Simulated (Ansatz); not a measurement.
**CsYbF3 (Pm-3m): phonons and vibrational spectra**

How does CsYbF3 (Pm-3m) vibrate, and is this structure a minimum?

Calculated with Ansatz 0.2.0; DFT PBEsol+U, scalar-relativistic, plane waves, PAW.

## (1) The starting structure

The structure is cubic, space group Pm-3m (No. 221). Conventional cell: a = 4.509 Å, b = 4.509 Å, c = 4.509 Å, α = 90.00°, β = 90.00°, γ = 90.00°. Nearest to Cs lie 12 F at 3.19 Å. Yb has 6 F at 2.25 Å nearest. Nearest to F lie 2 Yb at 2.25 Å and 4 Cs at 3.19 Å. Farther neighbours and most contacts between anions are not listed.

## (2) Relaxation

Harmonic phonons are second derivatives at a point where the forces vanish, and they are wanted at zero stress, so atoms and cell are relaxed first.

The input, input.yaml:

```yaml
crystal:
  lattice:
    - [4.508788, 0.0, 0.0]
    - [0.0, 4.508788, 0.0]
    - [0.0, 0.0, 4.508788]
  atoms:
    - { symbol: Cs, position: [0.0, 0.0, 0.0] }
    - { symbol: Yb, position: [0.5, 0.5, 0.5] }
    - { symbol: F, position: [0.0, 0.5, 0.5] }
    - { symbol: F, position: [0.5, 0.5, 0.0] }
    - { symbol: F, position: [0.5, 0.0, 0.5] }
kpoints:
  mp_grid: { grid: [6, 6, 6] }
hamiltonian:
  xc: pbesol
  hubbard: { sites: [{ species: Yb, l: f, u_eff: 6.0 }] }
scf:
  occupations: { method: gaussian, width: 0.02 }
output:
  forces: true
  stress: true
  eigenvalues: true
relax:
  adjacent_minimum: "off"
  f_tol: 0.005
  max_steps: 80
  cell: { stress_tol: 0.05 }
```

Run with:

```sh
> ansatz run input.yaml --threads 4 --pin off --max-ram 14336MiB --backend cpu --events-out ev --progress --plain --runs-dir out
```

Numbers of over 12 decimals in the logs are rounded to 6 here.

The log of the run:

```text
Cs: projections on atomic orbitals take those of the free atom [Kr 4d10] 5s2 5p6 6s1, of charge +0.00 (hamiltonian.pseudopotentials.projection_atoms); the dataset's partial waves leave at most 8.5e-6 of an orbital's norm unspanned inside its sphere
Yb: projections on atomic orbitals take those of the free atom [Kr 4d10] 4f14 5s2 5p6 5d0 6s2, of charge +0.00 (hamiltonian.pseudopotentials.projection_atoms); the dataset's partial waves leave at most 1.5e-4 of an orbital's norm unspanned inside its sphere
F: projections on atomic orbitals take those of the free atom [He] 2s2 2p5, of charge +0.00 (hamiltonian.pseudopotentials.projection_atoms); the dataset's partial waves leave at most 1.6e-8 of an orbital's norm unspanned inside its sphere
Engine: ansatz 0.2.0, aarch64-unknown-linux-gnu
Pseudopotentials: kind: paw
Pseudopotential: Cs, paw, valence charge 9, recommended cutoff 420 eV (normal), Cs.paw.azcp
Pseudopotential: Yb, paw, valence charge 24, recommended cutoff 420 eV (normal), Yb.paw.azcp
Pseudopotential: F, paw, valence charge 7, recommended cutoff 420 eV (normal), F.paw.azcp
Functional definition: PBEsol
  exchange = pbesol_x
  correlation = pbesol_c
Crystal: 5 atoms, lattice volume = 91.660 Å³
Basis set: ecut = 420 eV, 1791 PW (Γ), exchange–correlation on 64×64×64 points (8 copies of the dense FFT grid, shifted against one another)
Bands: 33, of which v1, the nominal top of the filled ones, is band 27 counted from 1 (26 counted from 0)
Symmetry: 48 space group operations
Space group: Pm-3m (ITA 221), of the structure as read, at distance tolerance 4.5e-5 Å
k-points: 20 of 216
Non-local potential: Cs, projectors of the file, l = 0: 3, l = 1: 2, l = 2: 2, l = 3: 2
Non-local potential: Yb, projectors of the file, l = 0: 3, l = 1: 2, l = 2: 2, l = 3: 3
Non-local potential: F, projectors of the file, l = 0: 2, l = 1: 2, l = 2: 1
PAW form: soft (Blöchl's): semilocal exchange-correlation on the pseudo side does not see the compensation charge
PAW frozen core: Cs, regenerated for the run's functional, and the local potential with it (the file was generated under x = pbe(κ = 0.804, μ = 0.219515), c = pbe(β = 0.066725))
PAW frozen core: Yb, regenerated for the run's functional, and the local potential with it (the file was generated under x = pbe(κ = 0.804, μ = 0.219515), c = pbe(β = 0.066725))
PAW frozen core: F, regenerated for the run's functional, and the local potential with it (the file was generated under x = pbe(κ = 0.804, μ = 0.219515), c = pbe(β = 0.066725))
PAW one-centre angular grid: Cs, 194 points (default); XC on 64 Gauss nodes
PAW one-centre angular grid: Yb, 590 points (default); XC on 64 Gauss nodes
PAW one-centre angular grid: F, 110 points (default); XC on 64 Gauss nodes
Initial density: superposition of atomic densities (chi_scale 0.1, normalization cell, long waves kept (reshape's long-wave potential 0.00 eV rms))
Initial wavefunctions: pseudopotential atomic-orbital guess
Functional: x = pbesol(κ = 0.804, μ = 0.123457), c = pbesol(β = 0.046)
SCF iter   1: F=—  HF=-21673.864903 eV  |F-HF|=—  |Δ(HF+E_count)|=         —  Δρ=9.56e-2  dr2=7.40e0  ethr=3.10e-3  ⟨swp⟩=8.3  Hψ=3411  notcnv=0
preconditioner: auto → Resta (q_TF=auto, 2.498 Å⁻¹)  ε∞=5.0  [insulator: Δε(μ)=3.490 eV  Ē_g=13.954 eV  σ=0.020 eV  W_gap=1.00  n_scr=26 (ndim 8)  ℏωp=28.0 eV  f_vac=0.000  D(μ)=0.00/eV (n_scr^D=0)  ε∞_Penn≈5.0]
SCF iter   2: F=—  HF=-21672.336474 eV  |F-HF|=—  |Δ(HF+E_count)|=    1.53e0  Δρ=3.15e-2  dr2=1.04e0  ethr=3.10e-3  ⟨swp⟩=4.0  Hψ=1726  notcnv=0  defer=31
SCF iter   3: F=—  HF=-21671.896097 eV  |F-HF|=—  |Δ(HF+E_count)|=   4.40e-1  Δρ=2.52e-2  dr2=7.64e-1  ethr=1.93e-3  ⟨swp⟩=3.2  Hψ=1641  notcnv=0  defer=32
SCF iter   4: F=—  HF=-21671.693908 eV  |F-HF|=—  |Δ(HF+E_count)|=   2.02e-1  Δρ=1.19e-2  dr2=2.13e-1  ethr=1.41e-3  ⟨swp⟩=2.7  Hψ=1466  notcnv=0  defer=32
SCF iter   5: F=—  HF=-21671.631248 eV  |F-HF|=—  |Δ(HF+E_count)|=   6.27e-2  Δρ=4.31e-3  dr2=2.51e-2  ethr=3.94e-4  ⟨swp⟩=3.0  Hψ=1458  notcnv=0  defer=32
SCF iter   6: F=—  HF=-21671.633409 eV  |F-HF|=—  |Δ(HF+E_count)|=   2.16e-3  Δρ=1.07e-3  dr2=9.83e-4  ethr=4.66e-5  ⟨swp⟩=3.4  Hψ=1327  notcnv=0  defer=32
SCF iter   7: F=—  HF=-21671.633592 eV  |F-HF|=—  |Δ(HF+E_count)|=   1.83e-4  Δρ=2.87e-4  dr2=6.89e-5  ethr=1.82e-6  ⟨swp⟩=2.0  Hψ=1205  notcnv=0  defer=32
SCF iter   8: F=—  HF=-21671.633645 eV  |F-HF|=—  |Δ(HF+E_count)|=   5.29e-5  Δρ=5.58e-5  dr2=2.49e-6  ethr=1.28e-7  ⟨swp⟩=2.1  Hψ=1195  notcnv=0  defer=32
SCF iter   9: F=—  HF=-21671.633645 eV  |F-HF|=—  |Δ(HF+E_count)|=   4.36e-7  Δρ=1.83e-5  dr2=3.80e-7  ethr=4.62e-9  ⟨swp⟩=2.5  Hψ=1209  notcnv=0  defer=32
SCF iter  10: F=-21671.633645 eV  HF=-21671.633645 eV  |F-HF|=3.79e-9  |Δ(HF+E_count)|=   4.77e-8  Δρ=3.21e-6  dr2=2.20e-8  ethr=1.85e-10  ⟨swp⟩=12.9  Hψ=4387  notcnv=0
SCF 1 converged in 10 iterations: F = -21671.633645 eV  dr2 = 2.20e-8
  greatest PAW one-centre occupation: 0.996 electrons in one spin orbital (limit 2), on the Yb atom at site 1 (counted from 0), in its partial waves of l = 0
relax step   1: F+E_penalty+E_count = -21671.63364550 eV  Δ(F+E_penalty+E_count) = +0.000e0 eV  max|allowed force component| = 1.805e-28 eV/Å  Δτ_max = 0.0000 Å  P = +2.858 GPa  Ω = 91.660 Å³  (10 SCF iters, dr2 threshold 1.00e-7 eV, accepted)
Crystal: 5 atoms, lattice volume = 96.102 Å³
Basis set: ecut = 420 eV, 1863 PW (Γ), exchange–correlation on 64×64×64 points (8 copies of the dense FFT grid, shifted against one another)
Initial density: handed on by an earlier stage of this run
Initial wavefunctions: those handed on with the density
iter 1 solved again at ethr=2.15e-5 eV; its pass at ethr=3.10e-3 eV (dr2=1.16e-2 eV) is discarded
SCF iter   1: F=—  HF=-21671.659178 eV  |F-HF|=—  |Δ(HF+E_count)|=         —  Δρ=2.85e-3  dr2=1.04e-2  ethr=2.15e-5  ⟨swp⟩=2.6  Hψ=4496  notcnv=0
preconditioner: auto → Resta (q_TF=auto, 2.478 Å⁻¹)  ε∞=4.9  [insulator: Δε(μ)=1.582 eV  Ē_g=13.793 eV  σ=0.020 eV  W_gap=1.00  n_scr=26 (ndim 8)  ℏωp=27.3 eV  f_vac=0.074  D(μ)=0.00/eV (n_scr^D=0)  ε∞_Penn≈4.9]
SCF iter   2: F=—  HF=-21671.657009 eV  |F-HF|=—  |Δ(HF+E_count)|=   2.17e-3  Δρ=1.64e-3  dr2=1.59e-3  ethr=1.93e-5  ⟨swp⟩=3.5  Hψ=1317  notcnv=0
SCF iter   3: F=—  HF=-21671.656487 eV  |F-HF|=—  |Δ(HF+E_count)|=   5.22e-4  Δρ=1.07e-3  dr2=1.65e-3  ethr=2.95e-6  ⟨swp⟩=3.0  Hψ=1469  notcnv=0
SCF iter   4: F=—  HF=-21671.655922 eV  |F-HF|=—  |Δ(HF+E_count)|=   5.64e-4  Δρ=4.21e-4  dr2=1.82e-4  ethr=2.95e-6  ⟨swp⟩=3.0  Hψ=1493  notcnv=0  defer=10
SCF iter   5: F=—  HF=-21671.655937 eV  |F-HF|=—  |Δ(HF+E_count)|=   1.46e-5  Δρ=1.83e-4  dr2=3.32e-5  ethr=3.37e-7  ⟨swp⟩=2.0  Hψ=1161  notcnv=0  defer=11
SCF iter   6: F=—  HF=-21671.655947 eV  |F-HF|=—  |Δ(HF+E_count)|=   1.02e-5  Δρ=4.29e-5  dr2=1.84e-6  ethr=6.15e-8  ⟨swp⟩=2.2  Hψ=1149  notcnv=0  defer=12
SCF iter   7: F=—  HF=-21671.655948 eV  |F-HF|=—  |Δ(HF+E_count)|=   1.14e-6  Δρ=2.32e-5  dr2=6.03e-7  ethr=9.26e-10  ⟨swp⟩=11.2  Hψ=4386  notcnv=0
SCF iter   8: F=-21671.655948 eV  HF=-21671.655948 eV  |F-HF|=1.50e-8  |Δ(HF+E_count)|=   3.16e-8  Δρ=3.42e-6  dr2=1.66e-8  ethr=9.26e-10  ⟨swp⟩=7.0  Hψ=3212  notcnv=0
SCF 2 converged in 8 iterations: F = -21671.655948 eV  dr2 = 1.66e-8
relax step   2: F+E_penalty+E_count = -21671.65594828 eV  Δ(F+E_penalty+E_count) = -2.230e-2 eV  max|allowed force component| = 7.678e-30 eV/Å  Δτ_max = 0.0000 Å  P = -0.247 GPa  Ω = 96.102 Å³  energy of the carried Pulay correction = -1.233e-2 eV  (8 SCF iters, dr2 threshold 5.00e-7 eV, accepted)
Crystal: 5 atoms, lattice volume = 95.733 Å³
iter 1 solved again at ethr=1.40e-7 eV; its pass at ethr=3.10e-3 eV (dr2=7.54e-5 eV) is discarded
SCF iter   1: F=—  HF=-21671.657271 eV  |F-HF|=—  |Δ(HF+E_count)|=         —  Δρ=2.32e-4  dr2=6.71e-5  ethr=1.40e-7  ⟨swp⟩=3.2  Hψ=4009  notcnv=0
preconditioner: auto → Resta (q_TF=auto, 2.480 Å⁻¹)  ε∞=4.9  [insulator: Δε(μ)=1.750 eV  Ē_g=13.831 eV  σ=0.020 eV  W_gap=1.00  n_scr=26 (ndim 8)  ℏωp=27.4 eV  f_vac=0.072  D(μ)=0.00/eV (n_scr^D=0)  ε∞_Penn≈4.9]
SCF iter   2: F=—  HF=-21671.657256 eV  |F-HF|=—  |Δ(HF+E_count)|=   1.55e-5  Δρ=1.28e-4  dr2=1.03e-5  ethr=1.24e-7  ⟨swp⟩=2.1  Hψ=1075  notcnv=0
SCF iter   3: F=—  HF=-21671.657252 eV  |F-HF|=—  |Δ(HF+E_count)|=   3.22e-6  Δρ=8.14e-5  dr2=9.49e-6  ethr=1.91e-8  ⟨swp⟩=3.0  Hψ=1311  notcnv=0
SCF iter   4: F=—  HF=-21671.657249 eV  |F-HF|=—  |Δ(HF+E_count)|=   3.22e-6  Δρ=3.64e-5  dr2=1.11e-6  ethr=1.76e-8  ⟨swp⟩=3.0  Hψ=1324  notcnv=0
SCF iter   5: F=—  HF=-21671.657249 eV  |F-HF|=—  |Δ(HF+E_count)|=   4.78e-8  Δρ=1.60e-5  dr2=2.37e-7  ethr=2.05e-9  ⟨swp⟩=2.0  Hψ=1200  notcnv=0
SCF iter   6: F=-21671.657249 eV  HF=-21671.657249 eV  |F-HF|=7.68e-9  |Δ(HF+E_count)|=   7.57e-8  Δρ=2.57e-6  dr2=7.61e-9  ethr=2.82e-10  ⟨swp⟩=8.0  Hψ=3622  notcnv=0
SCF 3 converged in 6 iterations: F = -21671.657249 eV  dr2 = 7.61e-9
relax step   3: F+E_penalty+E_count = -21671.65724926 eV  Δ(F+E_penalty+E_count) = -1.301e-3 eV  max|allowed force component| = 1.165e-29 eV/Å  Δτ_max = 0.0000 Å  P = -0.014 GPa  Ω = 95.733 Å³  energy of the carried Pulay correction = -1.133e-2 eV  (6 SCF iters, dr2 threshold 1.52e-7 eV, accepted)
[...]
relax step   4: F+E_penalty+E_count = -21671.67190206 eV  Δ(F+E_penalty+E_count) = -1.465e-2 eV  max|allowed force component| = 1.991e-29 eV/Å  Δτ_max = 0.0000 Å  P = +0.272 GPa  Ω = 95.733 Å³  stress off target by 2.72e-1 GPa  SCF on the basis re-selected at this cell (its energy is not comparable with the rows above)  (8 SCF iters)
[...]
relax step   5: F+E_penalty+E_count = -21671.67110802 eV  Δ(F+E_penalty+E_count) = +7.940e-4 eV  max|allowed force component| = 1.629e-29 eV/Å  Δτ_max = 0.0000 Å  P = +0.025 GPa  Ω = 96.162 Å³  energy of the carried Pulay correction = -1.190e-3 eV  (6 SCF iters, dr2 threshold 1.85e-7 eV, accepted)
iter 1 solved again at ethr=1.84e-8 eV; its pass at ethr=3.10e-3 eV (dr2=9.94e-6 eV) is discarded
SCF iter   1: F=—  HF=-21671.672485 eV  |F-HF|=—  |Δ(HF+E_count)|=         —  Δρ=4.95e-5  dr2=3.33e-7  ethr=1.84e-8  ⟨swp⟩=4.2  Hψ=5883  notcnv=0
preconditioner: auto → Resta (q_TF=auto, 2.478 Å⁻¹)  ε∞=4.9  [insulator: Δε(μ)=1.737 eV  Ē_g=13.817 eV  σ=0.020 eV  W_gap=1.00  n_scr=26 (ndim 8)  ℏωp=27.3 eV  f_vac=0.073  D(μ)=0.00/eV (n_scr^D=0)  ε∞_Penn≈4.9]
SCF iter   2: F=—  HF=-21671.672487 eV  |F-HF|=—  |Δ(HF+E_count)|=   1.41e-6  Δρ=2.27e-5  dr2=1.36e-7  ethr=6.16e-10  ⟨swp⟩=2.0  Hψ=1191  notcnv=0
SCF iter   3: F=—  HF=-21671.672487 eV  |F-HF|=—  |Δ(HF+E_count)|=   6.64e-7  Δρ=1.11e-5  dr2=2.44e-8  ethr=2.53e-10  ⟨swp⟩=2.0  Hψ=1195  notcnv=0
SCF iter   4: F=—  HF=-21671.672487 eV  |F-HF|=—  |Δ(HF+E_count)|=   1.56e-7  Δρ=4.21e-6  dr2=7.10e-9  ethr=4.52e-11  ⟨swp⟩=3.0  Hψ=1328  notcnv=0
SCF iter   5: F=—  HF=-21671.672487 eV  |F-HF|=—  |Δ(HF+E_count)|=   5.67e-9  Δρ=7.63e-7  dr2=8.38e-10  ethr=1.31e-11  ⟨swp⟩=2.3  Hψ=1211  notcnv=0
SCF iter   6: F=—  HF=-21671.672487 eV  |F-HF|=—  |Δ(HF+E_count)|=  5.64e-10  Δρ=3.38e-7  dr2=6.11e-11  ethr=1.55e-12  ⟨swp⟩=2.0  Hψ=1166  notcnv=0
SCF iter   7: F=-21671.672487 eV  HF=-21671.672487 eV  |F-HF|=1.82e-11  |Δ(HF+E_count)|=  6.55e-11  Δρ=1.64e-7  dr2=2.02e-11  ethr=1.00e-12  ⟨swp⟩=5.1  Hψ=2816  notcnv=0
SCF 6 converged in 7 iterations: F = -21671.672487 eV  dr2 = 2.02e-11
relax step   6: F+E_penalty+E_count = -21671.67248738 eV  Δ(F+E_penalty+E_count) = -1.379e-3 eV  max|allowed force component| = 2.459e-29 eV/Å  Δτ_max = 0.0000 Å  P = +0.036 GPa  Ω = 96.162 Å³  stress off target by 3.57e-2 GPa  SCF on the basis re-selected at this cell (its energy is not comparable with the rows above)  (7 SCF iters)
basis re-selected at this cell: Δ(F+E_penalty+E_count) = -1.379e-3 eV, ΔP = +0.010 GPa vs the last step (what re-selecting the basis moved, of the pressure what is left beyond the Pulay correction that the steps carried, after the strain that the cell walked since its last selection, with what the two solves' SCF thresholds leave and, on support functions, any second-order correction that the steps lacked; it is no m [...]
SCF converged after 7 iterations
Free energy (F): -21671.672487 eV
Harris-Foulkes:  -21671.672487 eV  (|F-HF|=1.82e-11)
Internal energy: -21671.672487 eV  (E = F + TS)
E sigma→0 (E₀):  -21671.672487 eV
Fermi energy:    9.434006 eV
--- Per-component energies (eV) ---
  E_band       = -108.571246
  E_kinetic    = 1115.054438
  E_local      = -9417.058142  (includes V_loc(G=0)·N_el)
  E_nonlocal   = 826.055445
  E_hartree    = 4082.475310
  E_xc         = -571.236891
  E_vxc        = -633.948675  (∫ρ·V_xc dr)
  E_hubbard    = 0.057314  (on-site DFT+U / exact-exchange correction)
  E_vhub       = -41.827947  (the Hubbard potential's part of the band-sum identity)
  E_paw        = -12811.906896  (= ΣΔE_a)
  E_vpaw       = -121.803051  (= ΣTr[D̂ρ^β])
  E_aug_tail   = 0.006095  (compensation charges beyond the density's cutoff)
  E_ewald      = -4896.519844
  E_core_change = 1.400682  (= ΣΔE_core)
  E_smearing   = -0.000000  (= −TS)
  E_closure    = -0.000000  (closes the sum)
  Σ components = -21671.672487   (vs F -21671.672487, Δ=0.00e0)
--- Forces (eV/Å), atoms counted from 1 ---
  atom   1  Cs    -0.00000000     0.00000000     0.00000000
  atom   2  Yb    -0.00000000     0.00000000    -0.00000000
  atom   3  F      0.00000000     0.00000000     0.00000000
  atom   4  F     -0.00000000     0.00000000    -0.00000000
  atom   5  F      0.00000000    -0.00000000    -0.00000000
  max |Σ_I F_I| component: 3.32e-29 eV/Å
--- Stress (GPa, compression-positive) ---
        0.035697       0.000000       0.000000
        0.000000       0.035697       0.000000
        0.000000       0.000000       0.035697
  P = ⅓ Tr σ = 0.0357 GPa (0.357 kbar)
--- Band table (eV; the first three rows and the last of 20) ---
  k-point 0: bands = [... 23 lower, 8.4100, 8.5656, 8.5656, 8.5656, 10.3022, 11.7981, 11.7981, 12.7026, ... 2 higher]
  k-point 1: bands = [... 23 lower, 8.4089, 8.5224, 8.5536, 8.5536, 10.7322, 12.0019, 12.1556, 12.8471, ... 2 higher]
  k-point 2: bands = [... 23 lower, 8.4070, 8.4603, 8.5374, 8.5374, 11.6510, 12.4626, 12.9922, 13.2360, ... 2 higher]
  k-point 19: bands = [... 23 lower, 8.3107, 8.3650, 8.3650, 8.3650, 12.6149, 12.6149, 12.6149, 14.9498, ... 2 higher]
Occupation matrices written to <dir>
--- Relaxed structure (4 steps of the walk, 4 accepted, 2 SCFs on fresh bases) ---
  F+E_penalty+E_count = -21671.67248738 eV   max|allowed force component| = 2.459e-29 eV/Å   (the final SCF, on the basis selected at the relaxed cell)
  cell:  # Å, volume = 96.1617 Å³
    - [4.581427, 0, 0]
    - [0, 4.581427, 0]
    - [0, 0, 4.581427]
  atoms:
    - { symbol: Cs, position: [0, 0, 0] }
    - { symbol: Yb, position: [0.5, 0.5, 0.5] }
    - { symbol: F, position: [0, 0.5, 0.5] }
    - { symbol: F, position: [0.5, 0.5, 0] }
    - { symbol: F, position: [0.5, 0, 0.5] }
```

Wall time 9.5 s (4 threads of Arm Neoverse V1, shared host); peak memory 0.52 GiB; 34 s of CPU time.

Step by step:

```
step  energy less that of the first step (eV)  largest force component (eV/Å)  pressure (GPa)  volume (Å³)
   1                                   0.0000                          0.0000            2.86        91.66
   2                                  -0.0223                          0.0000           -0.25        96.10
   3                                  -0.0236                          0.0000           -0.01        95.73
  4*                                  -0.0383                          0.0000            0.27        95.73
   5                                  -0.0375                          0.0000            0.03        96.16
  6*                                  -0.0388                          0.0000            0.04        96.16
```

Relaxation steps marked * repeat the geometry before them on a plane-wave basis chosen anew for their cell, so energy and pressure can jump there.

The run keeps the 48 symmetry operations that it works with, so distortions that break them were not tested.

```
conventional cell, symmetrised  before  after  change
                         a (Å)   4.509  4.581  +1.6 %
                         b (Å)   4.509  4.581  +1.6 %
                         c (Å)   4.509  4.581  +1.6 %
              volume (Å³/atom)   18.33  19.23  +4.9 %
```

Final coordinates:

```xyz
5
Lattice="4.5814 0.0000 0.0000 0.0000 4.5814 0.0000 0.0000 0.0000 4.5814" Properties=species:S:1:pos:R:3 pbc="T T T"
Cs    0.0000    0.0000    0.0000
Yb    2.2907    2.2907    2.2907
F     0.0000    2.2907    2.2907
F     2.2907    2.2907    0.0000
F     2.2907    0.0000    2.2907
```

This step gave:

| Quantity | Value |
| --- | --- |
| pressure | 0.03570 GPa |
| gap on the k-mesh | 1.737 eV |
| volume per atom | 19.23 Å³ |
| direct gap on mesh | 1.737 eV |

In this step the volume went from 18.33 to 19.23 Å³/atom.

[end of part 1 of 3]

[Logs are printed without paths, hosts, clocks, repeated set-up lines and the standing remarks that a program may print on its own settings, such as how far it seeks lower states.]

[Hosts, paths, dates, database ids (printed as entryN), source tags and the programs' standing remarks are cut or masked in the printed files.]
